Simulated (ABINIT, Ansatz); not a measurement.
# SiSnSe3 (Pm-3m): zone-centre phonons, part 4 of 4

Wanted: the vibrations of SiSnSe3 (Pm-3m) at Γ, by two programs.

ABINIT 10.8.3; DFT LDA, scalar-relativistic, plane waves, HGH norm-conserving pseudopotentials.

So far. Step 4 (Linear response at Γ): The acoustic modes at Γ come out as far as 3.2 cm⁻¹ from zero, where they should vanish, a small numerical error. The lowest optical mode is imaginary, 116i cm⁻¹, an instability at this level and on this k mesh. Step 5 (Modes with the sum rule): The rule moves no optical mode by more than 0.2 cm⁻¹.

The structure was built from a prototype and need not be the compound's stable phase.

### Step 6. The same in Ansatz

The same cell goes through another code, with its own cutoff. The potentials differ.

This step: DFT LDA, scalar-relativistic, plane waves, PseudoDojo norm-conserving pseudopotentials (Ansatz 0.2.0).

Contents of input.yaml:

```yaml
crystal:
  lattice:
    - [4.7893173666, 0.0, 0.0]
    - [0.0, 4.7893173666, 0.0]
    - [0.0, 0.0, 4.7893173666]
  atoms:
    - { symbol: Sn, position: [0.0, 0.0, 0.0] }
    - { symbol: Si, position: [0.5, 0.5, 0.5] }
    - { symbol: Se, position: [0.5, 0.5, 0.0] }
    - { symbol: Se, position: [0.5, 0.0, 0.5] }
    - { symbol: Se, position: [0.0, 0.5, 0.5] }
kpoints:
  mp_grid: { grid: [6, 6, 6] }
hamiltonian:
  xc: lda
  pseudopotentials: { kind: nc, accuracy: standard }
scf:
  occupations: { method: gaussian, width: 0.27211 }
output:
  eigenvalues: true
phonons:
  method: dfpt
```

Run with:

```console
> ansatz run input.yaml --threads 4 --pin off --max-ram 8192MiB --backend cpu --events-out ev --progress --plain --runs-dir out
```

What it wrote:

```text
zone centre: on kpoints.mp_grid the ground state, and the responses unless they are solved on pairs of k-points, stand on 64 of the mesh's 216 k-points, reduced under 8 symmetry operations, with k and −k counted as one. Each operation leaves every solved displacement unchanged or reverses it
Engine: ansatz 0.2.0, aarch64-unknown-linux-gnu
Pseudopotentials: kind: nc
Pseudopotential: Sn, nc, valence charge 14, recommended cutoff 979.609905 eV (normal), Sn.nc.azcp (PseudoDojo's, or run here from an input of PseudoDojo's; its table is named by hamiltonian.pseudopotentials.accuracy)
Pseudopotential: Si, nc, valence charge 4, recommended cutoff 435.38218 eV (normal), Si.nc.azcp (PseudoDojo's, or run here from an input of PseudoDojo's; its table is named by hamiltonian.pseudopotentials.accuracy)
Pseudopotential: Se, nc, valence charge 16, recommended cutoff 1170.089609 eV (normal), Se.nc.azcp (PseudoDojo's, or run here from an input of PseudoDojo's; its table is named by hamiltonian.pseudopotentials.accuracy)
Functional definition: SPW92
  exchange = slater_x
  correlation = pw_c
Crystal: 5 atoms, lattice volume = 109.855 Å³
Basis set: ecut = 1170.089609 eV, 9939 PW (Γ), exchange–correlation on 108×108×108 points (8 copies of the dense FFT grid, shifted against one another)
Bands: 40, of which v1, the nominal top of the filled ones, is band 33 counted from 1 (32 counted from 0)
Symmetry: 48 space group operations
k-points: 64 of 216 (irreducible under 8 space group operations)
Non-local potential: Sn, projectors of the file, l = 0: 2, l = 1: 2, l = 2: 2
Non-local potential: Si, projectors of the file, l = 0: 2, l = 1: 2, l = 2: 2
Non-local potential: Se, projectors of the file, l = 0: 2, l = 1: 2, l = 2: 2
Initial density: superposition of atomic densities (chi_scale 0.1, normalization cell, long waves kept (reshape's long-wave potential 0.01 eV rms))
Initial wavefunctions: pseudopotential atomic-orbital guess
Functional: x = slater, c = lda
SCF iter   1: F=—  HF=-12147.074565 eV  |F-HF|=—  |Δ(HF+E_count)|=         —  Δρ=2.79e-2  dr2=7.02e-1  ethr=3.10e-3  ⟨swp⟩=7.0  Hψ=10335  notcnv=0
preconditioner: auto → Kerker (q_TF=auto, 2.506 Å⁻¹)  [metal: Δε(μ)=0.081 eV  Ē_g=9.211 eV  σ=0.272 eV  W_gap=0.16  n_scr=26 (ndim 8)  ℏωp=18.1 eV  f_vac=0.000  D(μ)=3.32/eV (n_scr^D=26)]
SCF iter   2: F=—  HF=-12146.860805 eV  |F-HF|=—  |Δ(HF+E_count)|=   2.14e-1  Δρ=1.49e-2  dr2=1.84e-1  ethr=1.06e-3  ⟨swp⟩=1.3  Hψ=3093  notcnv=0
SCF iter   3: F=—  HF=-12146.796749 eV  |F-HF|=—  |Δ(HF+E_count)|=   6.41e-2  Δρ=3.42e-3  dr2=5.54e-3  ethr=2.79e-4  ⟨swp⟩=3.0  Hψ=5215  notcnv=0
SCF iter   4: F=—  HF=-12146.796102 eV  |F-HF|=—  |Δ(HF+E_count)|=   6.47e-4  Δρ=1.05e-3  dr2=6.97e-4  ethr=8.39e-6  ⟨swp⟩=2.0  Hψ=3460  notcnv=0
SCF iter   5: F=—  HF=-12146.795858 eV  |F-HF|=—  |Δ(HF+E_count)|=   2.44e-4  Δρ=3.44e-4  dr2=9.31e-5  ethr=1.06e-6  ⟨swp⟩=2.0  Hψ=3249  notcnv=0
SCF iter   6: F=—  HF=-12146.795877 eV  |F-HF|=—  |Δ(HF+E_count)|=   1.87e-5  Δρ=9.69e-5  dr2=5.43e-6  ethr=1.41e-7  ⟨swp⟩=2.0  Hψ=3528  notcnv=0
SCF iter   7: F=—  HF=-12146.796265 eV  |F-HF|=—  |Δ(HF+E_count)|=   3.89e-4  Δρ=1.08e-5  dr2=1.93e-7  ethr=8.23e-9  ⟨swp⟩=2.0  Hψ=3406  notcnv=0
SCF iter   8: F=—  HF=-12146.796265 eV  |F-HF|=—  |Δ(HF+E_count)|=   1.09e-8  Δρ=5.37e-6  dr2=2.61e-8  ethr=2.93e-10  ⟨swp⟩=2.0  Hψ=3684  notcnv=0
SCF iter   9: F=—  HF=-12146.796265 eV  |F-HF|=—  |Δ(HF+E_count)|=   6.87e-9  Δρ=8.04e-7  dr2=4.83e-10  ethr=3.95e-11  ⟨swp⟩=2.0  Hψ=3585  notcnv=0
SCF iter  10: F=—  HF=-12146.796265 eV  |F-HF|=—  |Δ(HF+E_count)|=  2.00e-11  Δρ=1.27e-7  dr2=1.90e-11  ethr=1.00e-12  ⟨swp⟩=2.4  Hψ=4473  notcnv=0
SCF iter  11: F=-12146.796265 eV  HF=-12146.796265 eV  |F-HF|=5.46e-12  |Δ(HF+E_count)|=    0.00e0  Δρ=3.53e-8  dr2=1.39e-12  ethr=1.00e-12  ⟨swp⟩=14.0  Hψ=15053  notcnv=0
SCF 1 converged in 11 iterations: F = -12146.796265 eV  dr2 = 1.39e-12
DFPT response loops at Γ: preconditioner auto → Kerker (q_TF=auto, 2.506 Å⁻¹) (partly filled bands, converged f_vac=0.000); β = 1.00, the filter's whole step (`scf.mixing.beta` (0.50) is not read by the response loops under this deck's `scf.mixing.preconditioner`; to damp them name `kerker` or `kerker_dos`, under which they read `scf.mixing.beta`, and type it under 1.00, their step now; both keys bind the ground state too); Broyden in place of MSR1
SCF converged after 11 iterations
Free energy (F): -12146.796265 eV
Harris-Foulkes:  -12146.796265 eV  (|F-HF|=5.46e-12)
Internal energy: -12146.667061 eV  (E = F + TS)
E sigma→0 (E₀):  -12146.731663 eV
Entropy (-TS):   -0.129204 eV (-25.841 meV/atom)
Fermi energy:    9.918710 eV
--- Per-component energies (eV) ---
  E_band       = -1148.266491
  E_kinetic    = 7714.371830
  E_local      = -8935.544736  (includes V_loc(G=0)·N_el)
  E_nonlocal   = -4745.764516
  E_hartree    = 3294.252174
  E_xc         = -2581.509034
  E_vxc        = -1769.833412  (∫ρ·V_xc dr)
  E_ewald      = -6892.472779
  E_smearing   = -0.129204  (= −TS)
  E_closure    = 0.000000  (closes the sum)
  Σ components = -12146.796265   (vs F -12146.796265, Δ=0.00e0)
--- Band table (eV; the first three rows and the last of 64) ---
  k-point 0: bands = [... 29 lower, 8.3022, 8.3022, 8.7308, 8.7308, 8.7308, 13.7203, 13.7203, 13.7203, ... 3 higher]
  k-point 1: bands = [... 29 lower, 8.0124, 8.5111, 8.6691, 8.6691, 9.1692, 12.7773, 13.3081, 13.3081, ... 3 higher]
  k-point 2: bands = [... 29 lower, 7.2996, 8.1375, 8.8257, 8.8257, 10.5577, 11.2419, 12.6613, 12.6613, ... 3 higher]
  k-point 63: bands = [... 29 lower, 8.2728, 10.5156, 10.5156, 10.5156, 11.7232, 11.7232, 11.7232, 13.7056, ... 3 higher]
--- Phonons (Γ-DFPT): 4 representative perturbations + reference, on 64 of 216 k-points (Σ response iterations 13) ---
  k mesh reduced under 8 symmetry operations, with k and −k counted as one. Each operation leaves every solved displacement unchanged or reverses it
  ASR residual: 1.789e-4 → 0.000e0 eV/Å²; symmetrization residual: 4.059e-5 eV/Å²
  ASR residual per site (eV/Å²): 1.79e-4 7.82e-5 2.37e-5 2.37e-5 2.37e-5
  Γ frequencies (cm⁻¹): -114.76 -114.76 -114.76 -70.72 -70.72 -70.72 -48.87 -48.87 -48.87 0.00 0.00 0.00 248.28 248.28 248.28
  non-analytic LO–TO correction: not included (Born effective charges unavailable; polar crystals: no LO–TO splitting at Γ)
```

Elapsed: 2.3 min, on 4 threads of Arm Neoverse V2, shared host; peak memory 3.2 GiB; 8.9 min of CPU time.

Read from the output:

* sum-rule residual before enforcement: 1.79e-4 eV/Å²
* highest optical zone-centre mode (no LO-TO term): 248.3 cm⁻¹
* lowest optical zone-centre mode: -114.8 cm⁻¹

### Step 7. The two compared: ABINIT HGH and Ansatz, PseudoDojo

Numbers from this step:

| Property | Result |
| --- | --- |
| root-mean-square difference | 5.04 cm⁻¹ |
| largest difference | 9.4 cm⁻¹ |

Optical modes, paired by symmetry label. Frequencies side by side, by row:

```tsv
q (reciprocal lattice)	mode	ABINIT HGH (cm⁻¹)	Ansatz, PseudoDojo (cm⁻¹)
0 0 0	1	-115.7	-114.8
0 0 0	2	-115.7	-114.8
0 0 0	3	-115.7	-114.8
0 0 0	4	-69.4	-70.7
0 0 0	5	-69.4	-70.7
0 0 0	6	-69.4	-70.7
0 0 0	7	-52.2	-48.9
0 0 0	8	-52.2	-48.9
0 0 0	9	-52.2	-48.9
0 0 0	13	238.9	248.3
0 0 0	14	238.9	248.3
0 0 0	15	238.9	248.3
```

At the zone centre the largest difference (acoustic modes at Γ apart) is 4 % of the highest mode.

### Step 8. Results

```yaml
space_group_after_relaxation: Pm-3m
volume_per_atom: 22.0 Å³
highest_optical_zone_centre_mode_no_lo_to_term: 238.9 cm⁻¹
lowest_optical_zone_centre_mode: -115.7 cm⁻¹
imaginary_optical_modes_at_the_zone_centre_no_q_mesh_in_this_session: yes
largest_difference_from_ansatz_pseudodojo: 9.4 cm⁻¹
```

What this shows: At the LDA level the optical modes of SiSnSe3 (Pm-3m) at the zone centre run from 116i to 239 cm⁻¹, so the structure is a saddle point, with 9 modes beyond 10i cm⁻¹ there. The base run prints -1.1 GPa, mostly the error of a finite basis; the relaxation, with a smoothed and higher cutoff, had brought the cell to rest. ABINIT HGH and Ansatz, PseudoDojo differ by 5.0 cm⁻¹ in the root mean square and by 9.4 cm⁻¹ at most, 3.9 % of the highest mode compared (acoustic modes at Γ left out); the two use different potentials, and the cell was not relaxed for the second set. These are harmonic frequencies at zero temperature: anharmonic shifts and linewidths and thermal expansion are left out. The HGH files keep few electrons and have no core correction, which is cheap but rough for Sn. In a metal the frequencies hang on the k mesh and the smearing, most of all near Kohn anomalies. The structure is a hypothetical one, built on a prototype.

[Host names and launcher messages were left out of these logs when they were recorded.]

[Logs are printed without paths, hosts, clocks, repeated set-up lines and the standing remarks that a program may print on its own settings, such as how far it seeks lower states.]

[Hosts, paths, dates, database ids (printed as entryN), source tags and the programs' standing remarks are cut or masked in the printed files.]
